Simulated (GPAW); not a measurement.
# Core-hole calculation of the Si K edge in Si2Mo (I4/mmm), part 2 of 2

Aim: the dependence of the Si K near-edge features of Si2Mo (I4/mmm) on volume.

GPAW 26.7.0; X-ray absorption from dipole matrix elements to empty bands, plane-wave PAW LDA.

So far. Step 10 (Spectrum with XCH, Si atom 2): Against the first run the r.m.s. difference is 3 %. The highest intensity below 16 eV goes from 3.9 eV (1.73) to 3.7 eV (1.76).

The database entry behind the starting cell is an old determination (1927), so it need not match the best structure at ambient conditions.

## (12) Spectrum with XCH, Si atom 2

Changed against the first core-hole run: volume scale from 1 to 1.06.

The input, xas.py:

```python
import numpy as np
from ase import Atoms
from ase.parallel import parprint, paropen
from gpaw import GPAW, PW, FermiDirac, Mixer, MixerDif, setup_paths
from gpaw.test import gen
setup_paths.insert(0, '.')
gen('Si', name='fch1s', xcname='LDA', corehole=(1, 0, 1), write_xml=True)
from gpaw.mpi import world
world.barrier()

atoms = Atoms('Mo5Si10',
    cell=[[1.63138052, 4.89414155, -4.0075882],
     [4.89414155, -1.63138052, -4.0075882],
     [-1.63138052, -4.89414155, -4.0075882]],
    scaled_positions=[[0, 0, 0],
     [0.2, 0.4, 0.4],
     [0.6, 0.2, 0.2],
     [0.4, 0.8, 0.8],
     [0.8, 0.6, 0.6],
     [0.333, 0, 0.333],
     [0.533, 0.4, 0.733],
     [0.933, 0.2, 0.533],
     [0.733, 0.8, 0.133],
     [0.133, 0.6, 0.933],
     [0.667, 0, 0.667],
     [0.867, 0.4, 0.067],
     [0.267, 0.2, 0.867],
     [0.067, 0.8, 0.467],
     [0.467, 0.6, 0.267]],
    pbc=True)
atoms.calc = calc = GPAW(legacy_gpaw=True, mode=PW(430, force_complex_dtype=True), xc='LDA', setups={5: 'fch1s'},
    kpts={'size': (5, 5, 5), 'gamma': True}, occupations=FermiDirac(0.1),
    charge=-1, mixer=Mixer(0.1, 5, 50), maxiter=150,
    convergence={'density': 0.0001, 'eigenstates': 1e-6}, txt='scf.txt')
energy = atoms.get_potential_energy() + calc.get_reference_energy()
ef = calc.get_fermi_level()
out = dict(energy=energy, fermi=ef, forces=atoms.get_forces().tolist())
parprint(f'all-electron energy {energy:.4f} eV, Fermi level {ef:.4f} eV')
ev = np.array([[calc.get_eigenvalues(k, s) for k in range(len(calc.get_ibz_k_points()))] for s in range(calc.get_number_of_spins())])
out['homo'], out['lumo'], out['counts'] = ev[ev < ef].max(), ev[ev > ef].min(), sorted(set((ev < ef).sum((0, 2)).tolist()))
out['filled'] = (ev[:, 0] < ef).sum(1).tolist()

from ase.units import Ha
from gpaw.xas import dipole_matrix_elements
nb = int(calc.get_number_of_electrons() / 2) + 155
top, nb = nb, nb + 8 + nb // 12
nscf = calc.fixed_density(kpts={'size': (7, 7, 7), 'gamma': True}, nbands=nb,
    convergence={'bands': top, 'eigenstates': 5e-3}, maxiter=60, txt='nscf.txt')
cell = atoms.cell.array
ops = [cell.T @ U.T @ np.linalg.inv(cell.T) for U in nscf.wfs.kd.symmetry.op_scc]
E = np.arange(-6, 34, 0.1)
fwhm = np.interp(E, [4, 25], [0.9, 3.5])
Y, X, zero, highest = 0, 0, 1e9, 1e9
for spin in range(nscf.get_number_of_spins()):
    wfs = nscf.wfs
    mine = wfs.bd.get_slice()  # this rank's bands
    A = dipole_matrix_elements(wfs.setups[5])
    eps = np.zeros((wfs.kd.nibzkpts, nb))
    d = np.zeros((3, A.shape[1], wfs.kd.nibzkpts, nb), complex)
    for kpt in wfs.kpt_u:
        if kpt.s == spin and 5 in kpt.P_ani:
            eps[kpt.k, mine] = kpt.eps_n * Ha
            d[:, :, kpt.k, mine] = (kpt.weight * wfs.nspins / 2) ** 0.5 * np.inner(A, kpt.P_ani[5])
    world.sum(eps)
    world.sum(d)
    T = np.einsum('amkn,bmkn->abkn', d, d.conj()).real
    T = sum(np.einsum('ai,ijkn,bj->abkn', R, T, R) for R in ops) / len(ops)
    empty = eps > ef
    zero, highest = min(zero, eps[empty].min()), min(highest, eps[:, top - 1].min())
    lines = [(eps, T, empty)] if spin == 0 else lines + [(eps, T, empty)]
for eps, T, empty in lines:
    f = np.einsum('aakn->akn', T).reshape(3, -1)
    x = eps.ravel() - zero
    w = np.interp(x, E, fwhm) / 2.35482
    g = np.exp(-0.5 * ((E[:, None] - x) / w) ** 2) / (w * (2 * np.pi) ** 0.5)
    Y = Y + (f * empty.ravel()) @ g.T
    X = X + (f * ~empty.ravel()) @ g.T
out.update(E=E.round(2).tolist(), xas=Y.tolist(), xes=X.tolist(), zero=zero, valid=highest - zero, nk=len(eps), nb=nb)
for i in range(0, len(E), 10):
    parprint(f'{E[i]:7.2f}', *(f'{v:10.3e}' for v in Y[:, i]))
import json
with paropen('out.json', 'w') as f:
    json.dump(out, f)
```

Started as:

```console
> OMP_NUM_THREADS=1 mpirun -n 4 gpaw python xas.py
```

Elapsed: 4.5 min, on 4 MPI ranks of Arm Neoverse V2, shared host; peak memory 0.69 GiB; 18 min of CPU time.

```
E (eV)  first run  this run
  -2.0       0.00      0.00
  -1.0       0.00      0.00
   0.0       0.33      0.32
   1.0       1.09      1.16
   2.0       1.32      1.36
   3.0       1.63      1.80
   4.0       1.71      1.72
   5.0       1.49      1.54
   6.0       1.48      1.49
   7.0       1.30      1.24
   8.0       1.10      1.03
   9.0       1.00      0.89
  10.0       0.91      0.86
  11.0       0.82      0.79
  12.0       0.77      0.76
  13.0       0.73      0.69
  14.0       0.64      0.59
  15.0       0.57      0.58
  16.0       0.62      0.68
  17.0       0.70      0.73
  18.0       0.74      0.74
  19.0       0.75      0.74
  20.0       0.74      0.73
  21.0       0.72      0.69
  22.0       0.67      0.65
  23.0       0.62      0.62
  24.0       0.60      0.63
  25.0       0.62      0.67
  26.0       0.67      0.72
  27.0       0.72      0.76
  28.0       0.78      0.79
  29.0       0.81      0.81
  30.0       0.83      0.82
  31.0       0.84      0.84
```

Against the first run the r.m.s. difference is 5 %. The highest intensity below 16 eV goes from 3.9 eV (1.73) to 3.2 eV (1.81).

The photon energy of the zero moves by +0.01 eV.

## (13) The volumes side by side

```
volume  nearest distance (Å)  shift of the zero (eV)  maximum 1 (eV above own zero)  maximum 2 (eV above own zero)
  0.94                 2.559                   -0.03                            4.1                           19.9
  0.97                 2.586                   -0.01                            4.0                           19.4
     1                 2.612                   +0.00                            3.9                           18.9
  1.03                 2.638                   +0.01                            3.7                           18.3
  1.06                 2.663                   +0.01                            3.2                           17.8
```

The curves, each shifted by its zero's change so that they share one photon-energy axis, counted from the zero at V × 1:

```
E (eV)  V × 0.94  V × 0.97  V × 1  V × 1.03  V × 1.06
  -2.0      0.00      0.00   0.00      0.00      0.00
  -1.0      0.00      0.00   0.00      0.00      0.00
   0.0      0.34      0.32   0.33      0.32      0.31
   1.0      1.01      1.04   1.09      1.12      1.15
   2.0      1.29      1.31   1.32      1.34      1.36
   3.0      1.46      1.54   1.63      1.72      1.80
   4.0      1.65      1.69   1.71      1.72      1.72
   5.0      1.45      1.47   1.49      1.52      1.54
   6.0      1.45      1.47   1.48      1.49      1.49
   7.0      1.36      1.34   1.30      1.27      1.24
   8.0      1.12      1.12   1.10      1.08      1.03
   9.0      1.11      1.06   1.00      0.94      0.89
  10.0      1.02      0.96   0.91      0.88      0.86
  11.0      0.89      0.85   0.82      0.80      0.79
  12.0      0.78      0.77   0.77      0.76      0.76
  13.0      0.76      0.75   0.73      0.71      0.69
  14.0      0.70      0.67   0.64      0.61      0.59
  15.0      0.61      0.59   0.57      0.57      0.58
  16.0      0.58      0.59   0.62      0.64      0.67
  17.0      0.64      0.67   0.70      0.72      0.73
  18.0      0.72      0.73   0.74      0.74      0.74
  19.0      0.75      0.75   0.75      0.74      0.74
  20.0      0.76      0.75   0.74      0.73      0.73
  21.0      0.74      0.73   0.72      0.71      0.70
  22.0      0.71      0.69   0.67      0.66      0.65
  23.0      0.65      0.63   0.62      0.62      0.62
  24.0      0.60      0.59   0.60      0.61      0.63
  25.0      0.58      0.59   0.62      0.64      0.67
  26.0      0.61      0.63   0.67      0.70      0.72
  27.0      0.66      0.69   0.72      0.75      0.76
  28.0      0.72      0.75   0.78      0.79      0.79
  29.0      0.78      0.80   0.81      0.81      0.81
  30.0      0.83      0.83   0.83      0.82      0.82
  31.0      0.86      0.85   0.84      0.83      0.84
```

## (14) Results

- absorber and edge: Si K, atom 2 of the ground-state input (counted from 1)
- surroundings: 4 Si at 2.61 Å, 5 Mo at 2.62 Å, 1 Si at 2.63 Å and 4 Si at 3.20 Å (14-fold, site symmetry 4mm)
- highest intensity below 16 eV: 3.9 eV above the zero, height 1.73
- photon energy of the zero, with the added terms: 1829.0 eV (raw 1843.8 eV; LDA puts this hole about 8 eV below PBE, itself good to a few eV)

From V × 0.94 to V × 1.06 the nearest distance grows by 0.105 Å and the zero moves by +0.04 eV. Above their own zero, the maxima move from 4.1 to 3.2 eV and from 19.9 to 17.8 eV. The one highest in energy moves most, in the direction that the rule ΔE·R² ≈ constant for scattering resonances gives. The Si K edge of atom 2, with 4 Si at 2.61 Å, 5 Mo at 2.62 Å, 1 Si at 2.63 Å and 4 Si at 3.20 Å (14-fold, site symmetry 4mm), has its highest intensity of the first 16 eV at 3.9 eV above the zero, near 1833 eV in photon energy (LDA puts this hole about 8 eV below PBE, itself good to a few eV), 1.7 times the mean level of the first 20 eV (Gaussian full width 0.9 eV up to 4 eV, rising linearly to 3.5 eV at 25 eV). At the Si K edge of atom 2 polarisation matters most near 1.0 eV, where the curves differ by 0.8 on this scale. The holes are only 6.4 Å apart, so the shape is probably not converged with cell size; no larger cell was run here. The structure is a published determination, not relaxed.

[Logs are printed without paths, hosts, clocks, repeated set-up lines and the standing remarks that a program may print on its own settings, such as how far it seeks lower states.]

[Hosts, paths, dates, database ids (printed as entryN), source tags and the programs' standing remarks are cut or masked in the printed files.]

[Lists of maxima count a maximum above −3 eV only where it reaches 4 % of the highest in the window and stands out from its surroundings by 2 % of it (1.5 % where it reaches 55 %); shoulders and weaker maxima are passed over, and of the rest the first, up to two pre-edge ones and the few strongest are named.]
